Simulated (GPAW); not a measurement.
# Nb2NOS MXene monolayer: work function by functional and basis, part 2 of 2

Aim: the work function of both faces of Nb2NOS MXene monolayer, and its spread over functionals and bases.

GPAW 26.7.0; GPAW, PAW setups; layer in a repeated cell with vacuum, relaxation of atoms and in-plane cell (the session's first sound run).

So far, upper work function (eV): step 3 (plane waves, PBE) 5.40; step 4 (self-consistent run: xc = "RPBE") 5.26; step 5 (self-consistent run: xc = "LDA") 5.78; step 6 (self-consistent run: xc = "vdW-DF2", GPAW, PAW setups, GPAW) 5.91; step 7 (OptPBE vdW: xc = "optPBE-vdW", GPAW, PAW setups, GPAW) 5.67.

### 8. Self-consistent run: xc = "revPBE"

Level of this step: GPAW, PAW setups; slab in vacuum (GPAW).

The same geometry under revPBE, to see how far the functional moves the levels against the vacuum.

The input, run.py:

```python
import json
import numpy as np
from ase import Atoms
from gpaw import GPAW, PW

slab = Atoms(
    ['S', 'Nb', 'N', 'Nb', 'O'],
    positions=[
        [0.00000, 1.83293, 9.00000],
        [1.58736, 0.91646, 10.64867],
        [-0.00000, 0.00000, 11.89708],
        [0.00000, 1.83293, 13.02630],
        [1.58736, 0.91646, 14.06735]],
    cell=[[3.17472, -0.0, 0.0], [-1.58736, 2.74939, 0.0], [0.0, 0.0, 23.0674]],
    pbc=[True, True, False])

slab.calc = GPAW(mode=PW(500), xc='revPBE', kpts={'size': (12, 12, 1), 'gamma': True},
                 occupations={'name': 'fermi-dirac', 'width': 0.05}, nbands='160%',
                 convergence={'density': 1e-05}, maxiter=200,
                 poissonsolver={'dipolelayer': 'xy'},
                 symmetry={'tolerance': 1e-3}, txt='slab.txt')
result = {}
energy = slab.get_potential_energy()
fermi = slab.calc.get_fermi_level()
v = slab.calc.get_electrostatic_potential().mean((0, 1)) - fermi
n = slab.calc.get_pseudo_density().mean((0, 1))
L = slab.cell[2, 2]
z = np.arange(len(v)) * L / len(v)
low, high = slab.positions[:, 2].min(), slab.positions[:, 2].max()
below, above = np.interp([low - 6.8, high + 6.8], z, v)
slopes = [np.interp(x, z, np.gradient(v, z)) for x in (low - 6.8, high + 6.8)]
eps = np.array([[slab.calc.get_eigenvalues(k, s) for k in range(len(slab.calc.get_ibz_k_points()))]
                for s in range(slab.calc.get_number_of_spins())]) - fermi
top, bottom = eps[eps < 0].max(), eps[eps > 0].min()
dipole = slab.get_dipole_moment()[2]
print(f'energy {energy:.4f} eV, Fermi level {fermi:.4f} eV, dipole {dipole:.5f} e A')
print(f'potential 6.8 A off the faces, from the Fermi level: lower {below:.4f} eV, upper {above:.4f} eV')
print(f'slope of the potential there: lower {slopes[0]:.5f}, upper {slopes[1]:.5f} eV/A')
print(f'nearest levels on the mesh: {top:.4f} and {bottom:.4f} eV')
print('magnetic moment', round(slab.get_magnetic_moment(), 3))
result.update(energy=energy, fermi=fermi, dipole=dipole, below=below, above=above, slopes=slopes, edges=[top, bottom],
              z=z.tolist(), v=v.tolist(), n=n.tolist(), positions=slab.positions.tolist(),
              forces=slab.get_forces(apply_constraint=False).tolist(), moments=slab.get_magnetic_moments().tolist())
json.dump(result, open('result.json', 'w'))
```

Started as:

```
$ OMP_NUM_THREADS=1 OPENBLAS_NUM_THREADS=1 python run.py
```

The program printed:

```text
energy -42.8119 eV, Fermi level -0.1016 eV, dipole 0.00051 e A
potential 6.8 A off the faces, from the Fermi level: lower 5.2801 eV, upper 5.2635 eV
slope of the potential there: lower -0.00062, upper 0.00027 eV/A
nearest levels on the mesh: -0.0438 and 0.1081 eV
magnetic moment 0.0
```

It took 2.3 min on 1 thread of Arm Neoverse V1, shared host; peak memory 0.28 GiB.

Numbers from this step:

- dipole along the normal: 5.13e-4 e·Å
- levels nearest the Fermi level on the mesh: -0.04383, 0.1081 eV from the Fermi level
- upper work function: 5.264 eV
- lower work function: 5.280 eV

The electrostatic potential energy of an electron (without an applied field's), less the Fermi level, planar mean oscillates, so the rows of the table below give means over windows of 0.5 Å about each position, cut where the curve ends. Its maxima inside the range that stand out by 2 % of the span (Å: eV): 9.71: -5.53, 11.44: -8.73, 12.30: -11.0, 13.74: -11.4. Its minima: 9.03: -19.0, 10.67: -23.6, 11.92: -14.7, 13.07: -24.1, 13.94: -12.3.

Electrostatic potential energy of an electron (without an applied field's), less the Fermi level, planar mean against z; means over each step:

| z (Å) | electrostatic potential energy of an electron (without an applied field's), less the Fermi level, planar mean (eV) |
| --- | --- |
| 0.0 | 5.28 |
| 0.5 | 5.28 |
| 1.0 | 5.28 |
| 1.5 | 5.28 |
| 2.0 | 5.28 |
| 2.5 | 5.28 |
| 3.0 | 5.28 |
| 3.5 | 5.28 |
| 4.0 | 5.28 |
| 4.5 | 5.28 |
| 5.0 | 5.28 |
| 5.5 | 5.28 |
| 6.0 | 5.27 |
| 6.5 | 5.25 |
| 7.0 | 5.18 |
| 7.5 | 4.79 |
| 8.0 | 2.91 |
| 8.5 | -5.13 |
| 9.0 | -16.9 |
| 9.5 | -8.36 |
| 10.0 | -9.42 |
| 10.5 | -21.0 |
| 11.0 | -17.2 |
| 11.5 | -9.93 |
| 12.0 | -13.2 |
| 12.5 | -14.4 |
| 13.0 | -22.8 |
| 13.5 | -15.4 |
| 14.0 | -11.1 |
| 14.5 | -0.963 |
| 15.0 | 4.25 |
| 15.5 | 5.09 |
| 16.0 | 5.23 |
| 16.5 | 5.25 |
| 17.0 | 5.26 |
| 17.5 | 5.26 |
| 18.0 | 5.26 |
| 18.5 | 5.26 |
| 19.0 | 5.26 |
| 19.5 | 5.26 |
| 20.0 | 5.26 |
| 20.5 | 5.26 |
| 21.0 | 5.26 |
| 21.5 | 5.26 |
| 22.0 | 5.26 |
| 22.5 | 5.26 |

The upper face's work function is 5.264 eV, against 5.401 eV in the first plane-wave PBE run at this geometry.

### 9. Real-space grid: mode = "fd"

A real-space grid is a second complete basis, so it checks the plane-wave result.

run.py: that of step 8 with these lines changed.

```diff
@@ -3,3 +3,3 @@
 from ase import Atoms
-from gpaw import GPAW, PW
+from gpaw import GPAW
 
@@ -16,3 +16,3 @@
 
-slab.calc = GPAW(mode=PW(500), xc='revPBE', kpts={'size': (12, 12, 1), 'gamma': True},
+slab.calc = GPAW(mode='fd', h=0.18, xc='PBE', kpts={'size': (12, 12, 1), 'gamma': True},
                  occupations={'name': 'fermi-dirac', 'width': 0.05}, nbands='160%',
```

The program printed:

```text
energy -45.8908 eV, Fermi level -5.3890 eV, dipole -0.00168 e A
potential 6.8 A off the faces, from the Fermi level: lower 5.3717 eV, upper 5.4064 eV
slope of the potential there: lower -0.00000, upper 0.00000 eV/A
nearest levels on the mesh: -0.0436 and 0.1052 eV
magnetic moment 0.0
```

Wall time 5.2 min (1 thread); peak memory 0.7 GiB.

This step gave:

```
dipole along the normal                    : -0.001677 e·Å
levels nearest the Fermi level on the mesh : -0.04363, 0.1052 eV from the Fermi level
upper work function                        : 5.406 eV
lower work function                        : 5.372 eV
```

The upper face's work function is 5.406 eV, against 5.401 eV in the first plane-wave PBE run at this geometry.

### 10. Atomic orbitals: mode = "lcao"

Atom-centred orbitals end a few angstrom from the surface, which tests how much the density's tail matters.

run.py: that of step 9 with these lines changed.

```diff
@@ -16,4 +16,4 @@
 
-slab.calc = GPAW(mode='fd', h=0.18, xc='PBE', kpts={'size': (12, 12, 1), 'gamma': True},
-                 occupations={'name': 'fermi-dirac', 'width': 0.05}, nbands='160%',
+slab.calc = GPAW(mode='lcao', basis='dzp', h=0.18, xc='PBE', kpts={'size': (12, 12, 1), 'gamma': True},
+                 occupations={'name': 'fermi-dirac', 'width': 0.05}, nbands='120%',
                  convergence={'density': 1e-05}, maxiter=200,
```

The program printed:

```text
energy -43.2539 eV, Fermi level -5.5901 eV, dipole -0.01440 e A
potential 6.8 A off the faces, from the Fermi level: lower 5.4409 eV, upper 5.7393 eV
slope of the potential there: lower 0.00000, upper 0.00000 eV/A
nearest levels on the mesh: -0.0503 and 0.1451 eV
magnetic moment 0.0
```

Wall time 7.5 min (1 thread); peak memory 0.34 GiB.

Numbers from this step:

- dipole along the normal: -0.01440 e·Å
- levels nearest the Fermi level on the mesh: -0.05027, 0.1451 eV from the Fermi level
- upper work function: 5.739 eV
- lower work function: 5.441 eV

The electrostatic potential energy of an electron (without an applied field's), less the Fermi level, planar mean oscillates, so the rows of the table below give means over windows of 0.5 Å about each position, cut where the curve ends. Its maxima inside the range that stand out by 2 % of the span (Å: eV): 9.73: -5.57, 11.44: -8.81, 12.25: -11.1, 13.79: -11.4. Its minima: 9.01: -19.0, 10.63: -23.6, 11.89: -14.8, 13.07: -24.2, 13.97: -12.2.

The electrostatic potential energy of an electron (without an applied field's), less the Fermi level, planar mean by z; means over each step:

| z (Å) | electrostatic potential energy of an electron (without an applied field's), less the Fermi level, planar mean (eV) |
| --- | --- |
| 0.0 | 5.47 |
| 0.5 | 5.44 |
| 1.0 | 5.44 |
| 1.5 | 5.44 |
| 2.0 | 5.44 |
| 2.5 | 5.44 |
| 3.0 | 5.44 |
| 3.5 | 5.44 |
| 4.0 | 5.44 |
| 4.5 | 5.44 |
| 5.0 | 5.44 |
| 5.5 | 5.44 |
| 6.0 | 5.44 |
| 6.5 | 5.42 |
| 7.0 | 5.35 |
| 7.5 | 4.98 |
| 8.0 | 3.05 |
| 8.5 | -5.01 |
| 9.0 | -16.8 |
| 9.5 | -8.36 |
| 10.0 | -9.44 |
| 10.5 | -21.1 |
| 11.0 | -17.3 |
| 11.5 | -10.0 |
| 12.0 | -13.2 |
| 12.5 | -14.5 |
| 13.0 | -22.9 |
| 13.5 | -15.4 |
| 14.0 | -11.0 |
| 14.5 | -0.588 |
| 15.0 | 4.71 |
| 15.5 | 5.57 |
| 16.0 | 5.70 |
| 16.5 | 5.73 |
| 17.0 | 5.73 |
| 17.5 | 5.74 |
| 18.0 | 5.74 |
| 18.5 | 5.74 |
| 19.0 | 5.74 |
| 19.5 | 5.74 |
| 20.0 | 5.74 |
| 20.5 | 5.74 |
| 21.0 | 5.74 |
| 21.5 | 5.74 |
| 22.0 | 5.74 |
| 22.5 | 5.74 |

The upper face's work function is 5.739 eV, against 5.401 eV in the first plane-wave PBE run at this geometry.

### 11. Cost and result by level

Times are for 1 thread of Arm Neoverse V1, shared host. The series side by side:

| no. | run | upper work function (eV) | lower work function (eV) | time | memory (GiB) |
| --- | --- | --- | --- | --- | --- |
| 1 | pw | 5.401 | 5.377 | 2.2 min | 0.27 |
| 2 | RPBE | 5.255 | 5.282 | 2.4 min | 0.28 |
| 3 | LDA | 5.775 | 5.622 | 2.2 min | 0.27 |
| 4 | vdW DF2 | 5.910 | 5.788 | 2.9 min | 0.47 |
| 5 | optPBE vdW | 5.671 | 5.619 | 2.7 min | 0.47 |
| 6 | revPBE | 5.264 | 5.280 | 2.3 min | 0.28 |
| 7 | fd | 5.406 | 5.372 | 5.2 min | 0.7 |
| 8 | lcao | 5.739 | 5.441 | 7.5 min | 0.34 |

### 12. Side by side

Results and costs are gathered.

This step: comparison of work functions, dipole and cost (GPAW 26.7.0).

Ladder, by row:

| step | code | work function, upper (eV) | work function, lower (eV) | dipole (e Å) | wall time (s) | peak memory (GiB) | threads |
| --- | --- | --- | --- | --- | --- | --- | --- |
| pw | GPAW | 5.401 | 5.377 | -0.00145 | 134.9 | 0.27 | 1 |
| RPBE | GPAW | 5.255 | 5.282 | 9.78e-4 | 142.2 | 0.28 | 1 |
| LDA | GPAW | 5.775 | 5.622 | -0.007659 | 131.9 | 0.27 | 1 |
| vdW-DF2 | GPAW | 5.91 | 5.788 | -0.006192 | 173.3 | 0.47 | 1 |
| optPBE-vdW | GPAW | 5.671 | 5.619 | -0.002825 | 163.8 | 0.47 | 1 |
| revPBE | GPAW | 5.264 | 5.28 | 5.13e-4 | 140.4 | 0.28 | 1 |
| fd | GPAW | 5.406 | 5.372 | -0.001677 | 312 | 0.7 | 1 |
| lcao | GPAW | 5.739 | 5.441 | -0.0144 | 449.6 | 0.34 | 1 |

### 13. A changed run

One more run, with changed settings.

This step: GPAW, PAW setups; slab in vacuum (GPAW 26.7.0).

run.py: that of step 10 with these lines changed.

```diff
@@ -3,3 +3,3 @@
 from ase import Atoms
-from gpaw import GPAW
+from gpaw import GPAW, PW
 
@@ -16,5 +16,5 @@
 
-slab.calc = GPAW(mode='lcao', basis='dzp', h=0.18, xc='PBE', kpts={'size': (12, 12, 1), 'gamma': True},
-                 occupations={'name': 'fermi-dirac', 'width': 0.05}, nbands='120%',
-                 convergence={'density': 1e-05}, maxiter=200,
+slab.calc = GPAW(mode=PW(500), xc='PBE', kpts={'size': (12, 12, 1), 'gamma': True},
+                 occupations={'name': 'fermi-dirac', 'width': 0.05}, nbands='160%',
+                 convergence={'density': 1e-05}, maxiter=75,
                  poissonsolver={'dipolelayer': 'xy'},
@@ -29,4 +29,4 @@
 low, high = slab.positions[:, 2].min(), slab.positions[:, 2].max()
-below, above = np.interp([low - 6.8, high + 6.8], z, v)
-slopes = [np.interp(x, z, np.gradient(v, z)) for x in (low - 6.8, high + 6.8)]
+below, above = np.interp([low - 1.0, high + 1.0], z, v)
+slopes = [np.interp(x, z, np.gradient(v, z)) for x in (low - 1.0, high + 1.0)]
 eps = np.array([[slab.calc.get_eigenvalues(k, s) for k in range(len(slab.calc.get_ibz_k_points()))]
@@ -36,3 +36,3 @@
 print(f'energy {energy:.4f} eV, Fermi level {fermi:.4f} eV, dipole {dipole:.5f} e A')
-print(f'potential 6.8 A off the faces, from the Fermi level: lower {below:.4f} eV, upper {above:.4f} eV')
+print(f'potential 1.0 A off the faces, from the Fermi level: lower {below:.4f} eV, upper {above:.4f} eV')
 print(f'slope of the potential there: lower {slopes[0]:.5f}, upper {slopes[1]:.5f} eV/A')
```

The program printed:

```text
energy -44.7047 eV, Fermi level -0.2043 eV, dipole -0.00145 e A
potential 1.0 A off the faces, from the Fermi level: lower 3.2150 eV, upper 4.7136 eV
slope of the potential there: lower -6.94943, upper 2.53380 eV/A
nearest levels on the mesh: -0.0440 and 0.1074 eV
magnetic moment 0.0
```

Run time: 2.3 min. Hardware: 1 thread; peak memory 0.28 GiB.

The run finished. A setting was moved off its sound value on purpose, so it serves as a test and not as the result.

The fault put into the input: the potential probed 1 A off the face (probe = 1.0).

### 14. Outcome

```json
{
 "work function, upper and lower face": "5.401 and 5.377 eV",
 "dipole along the normal": "-0.00145 e Å"
}
```

With plane waves and PBE the work function is 5.40 eV on the upper face and 5.38 eV on the lower. Over the sound runs of the table the upper face's work function spans 5.255 (RPBE) to 5.910 eV (vdW-DF2). Atomic orbitals miss the plane-wave value by 0.34 eV, since they describe the tail of the density in the vacuum poorly. The starting lattice was a guess from atomic radii; the relaxation moved it by 3 %. The small printed dipole stands for a step of 30 meV from the lower to the upper face, and the probes find 24 meV; values this small are near the numerical noise of both. The cell holds an odd number of electrons, so without spin polarisation it must come out metallic and without a moment, whatever its true state. The layer's cell and atoms come from the relaxation; spin-orbit coupling and temperature are left out.

[Logs are printed without paths, hosts, clocks, repeated set-up lines and the standing remarks that a program may print on its own settings, such as how far it seeks lower states.]

[Hosts, paths, dates, database ids (printed as entryN), source tags and the programs' standing remarks are cut or masked in the printed files.]
